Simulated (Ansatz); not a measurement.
# Optical response of NaCl

Wanted: where NaCl starts to absorb, how strongly, and its refractive index. The cell comes from an older database entry, whose edges can differ from later determinations, mostly by under a per cent.

Main program and level: Ansatz 0.2.0; DFT, PBE, plane-wave PAW, default files, scalar-relativistic, independent-particle optical response without local fields.

The database entry behind the starting cell differs from later determinations by our own check (an axis about 0.4 % short against later determinations), so it need not match the best structure at ambient conditions.

### 1. The structure

It takes space group Fm-3m (No. 225, cubic). The conventional cell has a = 5.620 Å, b = 5.620 Å, c = 5.620 Å, α = 90.00°, β = 90.00°, γ = 90.00°. Cl has 6 Na at 2.81 Å nearest. Nearest to Na lie 6 Cl at 2.81 Å. Farther neighbours and most contacts between anions are not listed.

### 2. Ground state and bands

First the ground state: is it a metal or has it a gap?

This step: DFT, PBE, plane-wave PAW, default files, scalar-relativistic, ground state (Ansatz 0.2.0).

The input, input.yaml:

```yaml
crystal:
  lattice:
    - [0.0, 2.81, 2.81]
    - [2.81, 0.0, 2.81]
    - [2.81, 2.81, 0.0]
  atoms:
    - { symbol: Cl, position: [0.5, 0.5, 0.5] }
    - { symbol: Na, position: [0.0, 0.0, 0.0] }
kpoints:
  mp_grid: { grid: [7, 7, 7] }
  band_path:
    path:
      - [[0.0, 0.0, 0.0], [0.5, 0.0, 0.5], [0.5, 0.25, 0.75], [0.375, 0.375, 0.75], [0.0, 0.0, 0.0], [0.5, 0.5, 0.5], [0.625, 0.25, 0.625], [0.5, 0.25, 0.75], [0.5, 0.5, 0.5], [0.375, 0.375, 0.75]]
      - [[0.625, 0.25, 0.625], [0.5, 0.0, 0.5]]
    npoints: 6
scf:
  occupations: { method: fermi_dirac, width: 0.05 }
  n_extra_bands: 6
hamiltonian:
  xc: pbe
  pseudopotentials: { kind: paw }
output:
  forces: true
  stress: true
  populations: true
  write_bands: true
  write_density: true
  write_potential: true
  elf: true
  volumetric_format: npy
```

Command:

```bash
$ ansatz run input.yaml --threads 4 --pin off --max-ram 8192MiB --backend cpu --events-out ev --progress --plain --runs-dir out
```

Numbers of over 12 decimals in the logs are rounded to 6 here.

Output:

```text
scf.n_extra_bands = 6 over 8 filled bands (N_el = 16.0): the run solves 14 bands
Engine: ansatz 0.2.0, aarch64-unknown-linux-gnu
Pseudopotentials: kind: paw
Pseudopotential: Cl, paw, valence charge 7, recommended cutoff 420 eV (normal), Cl.paw.azcp
Pseudopotential: Na, paw, valence charge 9, recommended cutoff 420 eV (normal), Na.paw.azcp
Functional definition: PBE
  parameter kappa = 0.804
  parameter beta = 0.066725
  exchange = pbe_x(kappa = kappa, mu = beta*pi^2/3)
  correlation = pbe_c(beta = beta)
Crystal: 2 atoms, lattice volume = 44.376 Å³
Basis set: ecut = 420 eV, 893 PW (Γ), exchange–correlation on 54×54×54 points (8 copies of the dense FFT grid, shifted against one another)
Bands: 14, of which v1, the nominal top of the filled ones, is band 8 counted from 1 (7 counted from 0)
Symmetry: 48 space group operations
Space group: Fm-3m (ITA 225), of the structure as read, at distance tolerance 3.5e-5 Å
k-points: 20 of 343
Non-local potential: Cl, projectors of the file, l = 0: 2, l = 1: 2, l = 2: 2
Non-local potential: Na, projectors of the file, l = 0: 3, l = 1: 2, l = 2: 1
PAW form: soft (Blöchl's): semilocal exchange-correlation on the pseudo side does not see the compensation charge
PAW one-centre angular grid: Cl, 110 points (default); XC on 64 Gauss nodes
PAW one-centre angular grid: Na, 110 points (default); XC on 64 Gauss nodes
Initial density: superposition of atomic densities (neutral atoms: chi_scale 0, normalization atom), corrected by the library's trained network
Initial wavefunctions: pseudopotential atomic-orbital guess
Functional: x = pbe(κ = 0.804, μ = 0.219515), c = pbe(β = 0.066725)
SCF iter   1: F=—  HF=-2569.549360 eV  |F-HF|=—  |Δ(HF+E_count)|=         —  Δρ=8.96e-4  dr2=4.69e-4  ethr=1.77e-3  ⟨swp⟩=5.9  Hψ=1595  notcnv=0
preconditioner: auto → none  [insulator: Δε(μ)=5.147 eV  Ē_g=22.460 eV  σ=0.050 eV  W_gap=1.00  n_scr=14 (ndim 8)  ℏωp=20.9 eV  f_vac=0.032  D(μ)=0.00/eV (n_scr^D=0)  ε∞_Penn≈1.9]
SCF iter   2: F=—  HF=-2569.549482 eV  |F-HF|=—  |Δ(HF+E_count)|=   1.22e-4  Δρ=9.88e-4  dr2=6.45e-4  ethr=2.93e-6  ⟨swp⟩=2.0  Hψ=582  notcnv=0  defer=9
SCF iter   3: F=—  HF=-2569.549308 eV  |F-HF|=—  |Δ(HF+E_count)|=   1.74e-4  Δρ=4.97e-4  dr2=1.67e-4  ethr=2.93e-6  ⟨swp⟩=1.9  Hψ=309  notcnv=0  defer=9
SCF iter   4: F=—  HF=-2569.549257 eV  |F-HF|=—  |Δ(HF+E_count)|=   5.11e-5  Δρ=1.78e-4  dr2=2.21e-5  ethr=1.05e-6  ⟨swp⟩=2.1  Hψ=301  notcnv=0  defer=9
SCF iter   5: F=—  HF=-2569.549291 eV  |F-HF|=—  |Δ(HF+E_count)|=   3.44e-5  Δρ=2.93e-5  dr2=5.65e-7  ethr=1.38e-7  ⟨swp⟩=2.0  Hψ=320  notcnv=0  defer=9
SCF iter   6: F=—  HF=-2569.549291 eV  |F-HF|=—  |Δ(HF+E_count)|=   9.68e-8  Δρ=1.57e-5  dr2=1.70e-7  ethr=3.53e-9  ⟨swp⟩=1.9  Hψ=297  notcnv=0  defer=9
SCF iter   7: F=-2569.549291 eV  HF=-2569.549291 eV  |F-HF|=7.58e-9  |Δ(HF+E_count)|=   5.23e-8  Δρ=4.04e-6  dr2=1.02e-8  ethr=6.25e-10  ⟨swp⟩=11.1  Hψ=1560  notcnv=0
SCF 1 converged in 7 iterations: F = -2569.549291 eV  dr2 = 1.02e-8
  greatest PAW one-centre occupation: 0.999 electrons in one spin orbital (limit 2), on the Na atom at site 1 (counted from 0), in its partial waves of l = 0
NSCF: frozen V_eff on 62 k-points
SCF converged after 7 iterations
Free energy (F): -2569.549291 eV
Harris-Foulkes:  -2569.549291 eV  (|F-HF|=7.58e-9)
Internal energy: -2569.549291 eV  (E = F + TS)
E sigma→0 (E₀):  -2569.549291 eV
Fermi energy:    3.824750 eV
--- Per-component energies (eV) ---
  E_band       = -233.297782
  E_kinetic    = 283.217280
  E_local      = -1524.497937  (includes V_loc(G=0)·N_el)
  E_nonlocal   = 143.599355
  E_hartree    = 537.303414
  E_xc         = -147.141404
  E_vxc        = -173.452782  (∫ρ·V_xc dr)
  E_paw        = -922.544909  (= ΣΔE_a)
  E_vpaw       = -36.772607  (= ΣTr[D̂ρ^β])
  E_aug_tail   = 0.000067  (compensation charges beyond the density's cutoff)
  E_ewald      = -939.485157
  E_smearing   = -0.000000  (= −TS)
  E_closure    = 0.000000  (closes the sum)
  Σ components = -2569.549291   (vs F -2569.549291, Δ=0.00e0)
--- Forces (eV/Å), atoms counted from 1 ---
  atom   1  Cl     0.00000000    -0.00000000     0.00000000
  atom   2  Na    -0.00000000     0.00000000    -0.00000000
  max |Σ_I F_I| component: 1.16e-29 eV/Å
--- Stress (GPa, compression-positive) ---
        1.044070       0.000000      -0.000000
       -0.000000       1.044070      -0.000000
        0.000000       0.000000       1.044070
  P = ⅓ Tr σ = 1.0441 GPa (10.441 kbar)
--- Band table (eV; the first three rows and the last of 20) ---
  k-point 0: bands = [... 4 lower, -11.4938, 1.1864, 1.1864, 1.1864, 6.3353, 12.2295, 12.2295, 12.2295, ... 2 higher]
  k-point 1: bands = [... 4 lower, -11.4319, 0.7151, 1.1332, 1.1332, 6.9669, 11.6072, 12.4631, 12.4631, ... 2 higher]
  k-point 2: bands = [... 4 lower, -11.2880, -0.1284, 1.0183, 1.0183, 8.0401, 11.1823, 12.4403, 12.4403, ... 2 higher]
  k-point 19: bands = [... 4 lower, -11.0885, -0.0957, -0.0299, 0.5607, 9.9563, 10.4735, 11.2422, 12.9282, ... 2 higher]
--- Löwdin populations: 2 sites ---
  site symbol       q [e]
     0     Cl      7.6634
     1     Na      8.3003
  spilling = 0.002270 (of n_electrons = 16.000000)
```

Run time: 0.62 s. Hardware: 4 threads of Arm Neoverse V1, shared host; peak memory 0.28 GiB; 1.9 s of CPU time.

Read-outs, printed or worked out from the files:

| Quantity | Value |
| --- | --- |
| free energy | -2569.5493 eV |
| Fermi energy | 3.825 eV |
| gap by band count | 5.149 eV |
| electrons | 16 |
| symmetry operations | 48 |
| pressure | 1.044 GPa |
| gap on the k-mesh | 5.149 eV |
| volume | 44.38 Å³ |
| gap on the path | 5.149 eV |
| least direct gap on the path | 5.149 eV |

There is a gap, 5.15 eV on the path, so no carriers' term is needed. The cell is left with a pressure of 1.0 GPa, as it stands unrelaxed at this level.

The electronic bands at the labelled points (eV, zero at the Fermi level; v1 is the highest filled band, c1 the lowest empty one):

```
    point     v3     v2     v1    c1    c2    c3     c4
        Γ  -2.64  -2.64  -2.64  2.51  8.40  8.40   8.40
  halfway  -3.72  -2.96  -2.96  4.49  6.45  8.19   9.76
        X  -4.33  -3.24  -3.24  4.91  5.40  8.76  12.23
  halfway  -4.19  -3.44  -3.33  5.43  5.89  8.25  10.10
        W  -3.84  -3.84  -3.40  6.20  7.06  7.06   8.72
  halfway  -4.01  -3.76  -3.27  5.91  6.50  7.67   9.29
        K  -4.07  -3.77  -3.14  5.59  6.40  7.95  10.10
  halfway  -3.88  -3.11  -2.80  4.68  7.03  8.11   9.19
        Γ  -2.64  -2.64  -2.64  2.51  8.40  8.40   8.40
  halfway  -3.75  -2.78  -2.78  3.98  7.36  8.69   8.69
        L  -4.59  -2.91  -2.91  4.64  8.08  8.27   8.27
  halfway  -4.38  -3.33  -3.00  5.44  7.12  7.79   8.90
        U  -4.07  -3.77  -3.14  5.59  6.40  7.95  10.10
  halfway  -4.01  -3.76  -3.27  5.91  6.50  7.67   9.29
        W  -3.84  -3.84  -3.40  6.20  7.06  7.06   8.72
  halfway  -4.31  -3.41  -3.06  5.70  6.91  7.64   9.04
        L  -4.59  -2.91  -2.91  4.64  8.08  8.27   8.27
  halfway  -4.38  -3.33  -3.00  5.44  7.12  7.79   8.90
        K  -4.07  -3.77  -3.14  5.59  6.40  7.95  10.10
jump to U  -4.07  -3.77  -3.14  5.59  6.40  7.95  10.10
  halfway  -4.26  -3.41  -3.22  5.14  5.68  8.51  11.06
        X  -4.33  -3.24  -3.24  4.91  5.40  8.76  12.23
```

The electronic bands as a text plot (rows in eV, shown from -4.6 to 8.5 only):

```
    8.2 |++  +  +            ++ ++++   +++++           ++++   ++
    7.7 |     ++    ++ +++          ++ ++ ++++++++   +++ +++++
    7.1 |  ++         +   ++++++      +     +     +++++    +
    6.6 |    +       ++++++                  +++++ ++       ++
    6.1 |     ++    ++++  +                      ++++         +
    5.5 |       +++++   ++ ++               +++++    +     ++++++
    5.0 |     ++++++                      ++          ++ ++    ++
    4.4 |    +               ++        +++              +
    3.9 |  ++                  +      +
    3.3 |                           ++
    2.8 |++                     ++++
    2.2 |
    1.7 |
    1.1 |
    0.6 |
    0.0 |
   -0.5 |
   -1.0 |
   -1.6 |
   -2.1 |
   -2.7 |****              *****************           ****
   -3.2 |  *********************    **    ************** ********
   -3.8 |    *      *******  **       *      ********       ***
   -4.3 |     *******   *****          *********    *************
         Γ       X    W  K        Γ      L     U  W     L   K|U X
```

Valence density in the ac plane of the conventional cell at fractional y = 0.000, with atoms of Cl and Na within 0.2 Å of it. It is the smooth field of the valence electrons, not physical close to the nuclei.

Ten steps, logarithmic in the rise over the least value, from '0' (0 e/Å³) to '9' (17 e/Å³), each cell a mean:
```
9720134445420058
5300023444310015
1000012332100000
0000000111000000
2110000000000012
4321000221000134
4431003775101245
2442015997201344
4542005897201344
4431001553000234
3210000010000123
1100000000000001
0000001221100000
2100013443210002
7510124544310037
9720134424420159
```

Electrostatic potential energy in the ac plane of the conventional cell at fractional y = 0.000, with atoms of Cl and Na within 0.2 Å of it. With pseudopotentials it is smooth inside the atoms' cores, unlike the true potential.

Ten even steps from '0' (-57 eV) to '9' (7 eV), each cell a mean:
```
0389984112799961
5799997446899986
9999999889999999
9999999999999999
9999999999999999
6899999888999987
2489997326899962
0269995002899841
1279996103899841
4689998657999974
8999999999999998
9999999999999999
9999999999999999
8899998768999998
2689996224899973
0289984102699950
```

(Continued in part 2 of 2.)

[Logs are printed without paths, hosts, clocks, repeated set-up lines and the standing remarks that a program may print on its own settings, such as how far it seeks lower states.]

[Hosts, paths, dates, database ids (printed as entryN), source tags and the programs' standing remarks are cut or masked in the printed files.]
